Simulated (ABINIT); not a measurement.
**Quasiparticle gap of Na2H6Pt (Fm-3m) in ABINIT**

How does a plane-wave GW calculation on Na2H6Pt (Fm-3m) run from the first input to the gap?

Calculated with ABINIT 10.8.3; LDA and many-body steps on it, plane waves.

**1. The starting structure**

Symmetry: Fm-3m, No. 225, cubic system. Conventional cell: a = 7.259 Å, b = 7.259 Å, c = 7.259 Å, α = 90.00°, β = 90.00°, γ = 90.00°. Nearest to Na lie 12 H at 2.57 Å. Nearest to H lie 1 Pt at 1.64 Å and 4 H at 2.32 Å and 4 Na at 2.57 Å. Nearest to Pt lie 6 H at 1.64 Å. Farther neighbours are not listed.

The cell and positions are those that the Materials Project relaxed with its own functionals (PBE, PBE+U or r2SCAN), kept fixed. Spin-orbit coupling is left out unless a step names it.

**2. Ground state**

This step: ABINIT 10.8.3; DFT, LDA, plane waves, norm-conserving pseudopotentials.

The ground-state density comes first.

File run.abi:

```
acell 3*1.0 Angstrom
rprim 
  0.000000000000 3.629315950000 3.629315950000
  3.629315950000 0.000000000000 3.629315950000
  3.629315950000 3.629315950000 0.000000000000
ntypat 3
znucl 11 1 78
natom 9
typat 1 1 2 2 2 2 2 2 3
xred 
  0.750000000000 0.750000000000 0.750000000000
  0.250000000000 0.250000000000 0.250000000000
  0.774464350000 0.774464350000 0.225535650000
  0.225535650000 0.774464350000 0.225535650000
  0.774464350000 0.225535650000 0.225535650000
  0.225535650000 0.225535650000 0.774464350000
  0.774464350000 0.225535650000 0.774464350000
  0.225535650000 0.774464350000 0.774464350000
  0.000000000000 0.000000000000 0.000000000000
pp_dirpath "pseudos"
pseudos "Na.upf, H.upf, Pt.upf"
ecut 38
ngkpt 6 6 6
nshiftk 1
shiftk 0 0 0
kptopt 1
chksymbreak 0
nband 29
occopt 1
tolvrs 1e-10
nstep 60
prtwf 0
optforces 0
optstress 0
indata_prefix "in"
outdata_prefix "out"
tmpdata_prefix "tmp"
```

Launch:

```sh
> OMP_NUM_THREADS=1 mpirun -n 4 abinit run.abi > log
```

Numbers of over 12 decimals in the logs are rounded to 6 here.

Log:

```text
.Version 10.8.3 of ABINIT. v10.8.2 released Aug 2026.

 Symmetries : space group Fm -3 m (#225); Bravais cF (face-center cubic)
================================================================================
 Values of the parameters that define the memory need of the present run
     intxc =       0    ionmov =       0      iscf =       7    lmnmax =       8
     lnmax =       8     mgfft =      54  mpssoang =       4    mqgrid =    3001
     natom =       9  nloc_mem =       1    nspden =       1   nspinor =       1
    nsppol =       1      nsym =      48    n1xccc =    2501    ntypat =       3
    occopt =       1   xclevel =       1
-    mband =          29        mffmem =           1         mkmem =           4
       mpw =        7243          nfft =      157464          nkpt =          16
================================================================================
  Rough estimation (10% accuracy) of disk space for files :
================================================================================

--------------------------------------------------------------------------------
------------- Echo of variables that govern the present computation ------------
--------------------------------------------------------------------------------
 -outvars: echo values of preprocessed input variables --------
            acell      1.8897261259E+00  1.8897261259E+00  1.8897261259E+00 Bohr

      chksymbreak           0
             ecut      3.80000000E+01 Hartree
-          fftalg         312

              ixc       -1012
              kpt      0.00000000E+00  0.00000000E+00  0.00000000E+00
                       1.66666667E-01  0.00000000E+00  0.00000000E+00
                       3.33333333E-01  0.00000000E+00  0.00000000E+00
                       5.00000000E-01  0.00000000E+00  0.00000000E+00
                       1.66666667E-01  1.66666667E-01  0.00000000E+00
                       3.33333333E-01  1.66666667E-01  0.00000000E+00
                       5.00000000E-01  1.66666667E-01  0.00000000E+00
                      -3.33333333E-01  1.66666667E-01  0.00000000E+00
                      -1.66666667E-01  1.66666667E-01  0.00000000E+00
   [... 5 further rows ...]
                      -3.33333333E-01  3.33333333E-01  1.66666667E-01
                      -3.33333333E-01  5.00000000E-01  1.66666667E-01
         kptrlatt        6    0    0      0    6    0      0    0    6
          kptrlen      5.81955655E+01
P           mkmem           4
            natom           9
            nband          29
            ngfft          54      54      54
             nkpt          16
            nstep          60
             nsym          48
           ntypat           3
              occ      2.000000  2.000000  2.000000  2.000000  2.000000  2.000000
                       2.000000  2.000000  2.000000  2.000000  2.000000  2.000000
                       2.000000  2.000000  2.000000  2.000000  2.000000  2.000000
                       2.000000  2.000000  2.000000  0.000000  0.000000  0.000000
                       0.000000  0.000000  0.000000  0.000000  0.000000
        optforces           0
        optstress           0
            prtwf           0
            rprim      0.0000000000E+00  3.6293159500E+00  3.6293159500E+00
[...]
spgroup         225

           tolvrs      1.00000000E-10

             xred      7.5000000000E-01  7.5000000000E-01  7.5000000000E-01
[...]
znucl       11.00000    1.00000   78.00000

================================================================================

 chkinp: Checking input parameters for consistency.

================================================================================
== DATASET  1 ==================================================================
-   mpi_nproc: 4, omp_nthreads: 1 (-1 if OMP is not activated)

--- !DatasetInfo
iteration_state: {dtset: 1, }
dimensions: {natom: 9, nkpt: 16, mband: 29, nsppol: 1, nspinor: 1, nspden: 1, mpw: 7243, }
cutoff_energies: {ecut:  38.0, pawecutdg:  -1.0, }
electrons: {nelect:   4.20000000E+01, charge:   0.00000000E+00, occopt:   1.00000000E+00, tsmear:   1.00000000E-02, }

 Real(R)+Recip(G) space primitive vectors, cartesian coordinates (Bohr,Bohr^-1):
 R(1)=  0.0000000  6.8584132  6.8584132  G(1)= -0.0729032  0.0729032  0.0729032
 R(2)=  6.8584132  0.0000000  6.8584132  G(2)=  0.0729032 -0.0729032  0.0729032
 R(3)=  6.8584132  6.8584132  0.0000000  G(3)=  0.0729032  0.0729032 -0.0729032
 Unit cell volume ucvol=  6.4520976E+02 bohr^3
 Angles (23,13,12)=  6.00000000E+01  6.00000000E+01  6.00000000E+01 degrees

 getcut: wavevector=  0.0000  0.0000  0.0000  ngfft=  54  54  54
         ecut(hartree)=     38.000   => boxcut(ratio)=   2.00700

--- Pseudopotential description ------------------------------------------------
- Na Generated using ONCVPSP code by D. R. Hamann
- 11.00000   9.00000  180309                  znucl, zion, pspdat
12 -1012 1 -1 1968                            pspcod,pspxc,lmax,lloc,mmax
     nproj     2     2     0     0
  pspatm : epsatm=    9.37365322
         --- l  ekb(1:nproj) -->
[...]
pspatm: atomic psp has been read  and splines computed

- H Generated using ONCVPSP code by D. R. Hamann
-  1.00000   1.00000  180309                  znucl, zion, pspdat
[...]
pspatm : epsatm=    0.35439867
         --- l  ekb(1:nproj) -->
[...]
1   -0.275071
 pspatm: atomic psp has been read  and splines computed

- Pt Generated using ONCVPSP code by D. R. Hamann
- 78.00000  18.00000  180309                  znucl, zion, pspdat
12 -1012 3 -1 1340                            pspcod,pspxc,lmax,lloc,mmax
     nproj     2     2     2     2
  pspatm : epsatm=   26.53268550
         --- l  ekb(1:nproj) -->
[...]
pspatm: atomic psp has been read  and splines computed

   1.99106812E+03                                ecore*ucvol(ha*bohr**3)
--------------------------------------------------------------------------------

_setup2: Arith. and geom. avg. npw (full set) are    7218.551    7218.541

================================================================================

--- !BeginCycle
iteration_state: {dtset: 1, }
solver: {iscf: 7, nstep: 60, nline: 4, wfoptalg: 0, }
tolerances: {tolvrs: 1.00E-10, }

     iter   Etot(hartree)      deltaE(h)  residm     vres2
 ETOT  1  -225.25466943124    -2.253E+02 2.113E-01 5.032E+02
 ETOT  2  -225.30344454729    -4.878E-02 2.314E-02 1.395E+03
 ETOT  3  -225.48849650677    -1.851E-01 1.917E-03 2.218E+01
 ETOT  4  -225.49031091829    -1.814E-03 1.733E-03 1.281E-01
 ETOT  5  -225.49033939857    -2.848E-05 3.144E-04 1.605E-02
 ETOT  6  -225.49034172841    -2.330E-06 5.621E-04 2.259E-03
 ETOT  7  -225.49034198810    -2.597E-07 1.640E-04 4.454E-04
 ETOT  8  -225.49034201735    -2.925E-08 4.217E-04 1.478E-05
 ETOT  9  -225.49034201857    -1.223E-09 1.166E-04 2.348E-07
 ETOT 10  -225.49034201857    -2.103E-12 4.099E-04 1.055E-09
 ETOT 11  -225.49034201856     1.017E-11 1.250E-04 1.331E-10
 ETOT 12  -225.49034201855     6.963E-12 3.883E-04 6.485E-13

 At SCF step   12       vres2   =  6.49E-13 < tolvrs=  1.00E-10 =>converged.

--- !ResultsGS
iteration_state: {dtset: 1, }
comment   : Summary of ground state results
lattice_vectors:
- [  0.0000000,   6.8584132,   6.8584132, ]
- [  6.8584132,   0.0000000,   6.8584132, ]
- [  6.8584132,   6.8584132,   0.0000000, ]
lattice_lengths: [   9.69926,    9.69926,    9.69926, ]
lattice_angles: [ 60.000,  60.000,  60.000, ] # degrees, (23, 13, 12)
lattice_volume:   6.4520976E+02
convergence: {deltae:  6.963E-12, res2:  6.485E-13, residm:  3.883E-04, diffor:  0.000E+00, }
etotal    :  -2.25490342E+02
entropy   :   0.00000000E+00
fermie    :   1.13493423E-02
cartesian_stress_tensor: null
pressure_GPa: null
xred      :
- [  7.5000E-01,   7.5000E-01,   7.5000E-01, Na]
- [  2.5000E-01,   2.5000E-01,   2.5000E-01, Na]
- [  7.7446E-01,   7.7446E-01,   2.2554E-01,  H]
- [  2.2554E-01,   7.7446E-01,   2.2554E-01,  H]
- [  7.7446E-01,   2.2554E-01,   2.2554E-01,  H]
- [  2.2554E-01,   2.2554E-01,   7.7446E-01,  H]
- [  7.7446E-01,   2.2554E-01,   7.7446E-01,  H]
- [  2.2554E-01,   7.7446E-01,   7.7446E-01,  H]
- [  0.0000E+00,   0.0000E+00,   0.0000E+00, Pt]
cartesian_forces: null
force_length_stats: {min: null, max: null, mean: null, }

 Integrated electronic density in atomic spheres:
 ------------------------------------------------
 Atom  Sphere_radius  Integrated_density
[...]
================================================================================

 ----iterations are completed or convergence reached----

 Mean square residual over all n,k,spin=   87.710E-08; max=  38.830E-05
 reduced coordinates (array xred) for    9 atoms
[...]
0.774464350000      0.225535650000      0.225535650000
       0.225535650000      0.225535650000      0.774464350000
       0.774464350000      0.225535650000      0.774464350000
       0.225535650000      0.774464350000      0.774464350000
       0.000000000000      0.000000000000      0.000000000000
 rms dE/dt=  0.0000E+00; max dE/dt=  0.0000E+00; dE/dt below (all hartree)
    1       0.000000000000      0.000000000000      0.000000000000
    2       0.000000000000      0.000000000000      0.000000000000
    3       0.000000000000      0.000000000000      0.000000000000
    4       0.000000000000      0.000000000000      0.000000000000
    5       0.000000000000      0.000000000000      0.000000000000
    6       0.000000000000      0.000000000000      0.000000000000
    7       0.000000000000      0.000000000000      0.000000000000
    8       0.000000000000      0.000000000000      0.000000000000
    9       0.000000000000      0.000000000000      0.000000000000

 cartesian coordinates (angstrom) at end:
    1      5.443974     5.443974     5.443974
[...]
5      1.637080     3.629316     3.629316
    6      3.629316     3.629316     1.637080
    7      3.629316     5.621552     3.629316
    8      5.621552     3.629316     3.629316
    9      0.000000     0.000000     0.000000
 length scales=  1.889726125908  1.889726125908  1.889726125908 bohr
              =  1.000000000000  1.000000000000  1.000000000000 angstroms
 prteigrs : about to open file out_EIG
 Fermi (or HOMO) energy (hartree) =   0.01135   Average Vxc (hartree)=  -0.33608
 Eigenvalues (hartree) for nkpt=  16  k points:
 kpt#   1, nband= 29, wtk=  0.00463, kpt=  0.0000  0.0000  0.0000 (reduced coord)
  -3.56737   -1.87864   -1.87864   -1.87864   -1.78435   -1.78423   -0.77452   -0.77452
  -0.77452   -0.77369   -0.77369   -0.77369   -0.21577   -0.15236   -0.15236   -0.04400
  -0.04400   -0.04400    0.00262    0.00262    0.00262    0.21720    0.27850    0.27850
   0.31314    0.31314    0.31314    0.34362    0.34362
 prteigrs : prtvol=0 or 1, do not print more k-points.

--- !EnergyTerms
iteration_state     : {dtset: 1, }
comment             : Components of total free energy in Hartree
kinetic             :  9.56836201152119E+01
hartree             :  7.96655845690230E+01
xc                  : -3.90389689403548E+01
Ewald energy        : -1.10936313203840E+02
psp_core            :  3.08592374406643E+00
local_psp           : -2.31635107162830E+02
non_local_psp       : -2.23150811398301E+01
total_energy        : -2.25490342018554E+02
total_energy_eV     : -6.13590479140524E+03
band_energy         : -3.62047535110425E+01

== END DATASET(S) ==============================================================
================================================================================

 -outvars: echo values of variables after computation  --------
           etotal     -2.2549034202E+02
            nband          29
             nkpt          16
          spgroup         225
 [... the other variables as echoed above ...]

 Calculation completed.
```

Wall time 46 s (4 MPI ranks of Arm Neoverse V1, shared host); peak memory 0.43 GiB.

Numbers from this step:

| Quantity | Value |
| --- | --- |
| total energy | -6135.9048 eV |
| gap | 3.300 eV |
| k of the valence top | -0.1667, 0.1667, 0 |
| k of the conduction bottom | 0.5, 0.5, 0 |
| least direct gap | 4.115 eV |

The gap is indirect, with the least direct gap 0.81 eV higher.

(Part 1 of 3 ends here.)

[Paths, hosts, dates, memory and timing lines, banners, echoed tables and standing remarks are left out of the program output.]

[Logs are printed without paths, hosts, clocks, repeated set-up lines and the standing remarks that a program may print on its own settings, such as how far it seeks lower states.]

[Runs of the session that timed out or met a known fault of the program may be left out.]

[Hosts, paths, dates, database ids (printed as entryN), source tags and the programs' standing remarks are cut or masked in the printed files.]

[G0W0 gaps are taken among the corrected bands and points alone; a level outside them can change the order at an edge.]

[Where Ansatz stands beside ABINIT at settings called matched, ABINIT's density can come from a denser mesh and the files from another edition; pairs whose starting gaps differed by over 0.03 eV were left out, so agreement reads better than it is.]
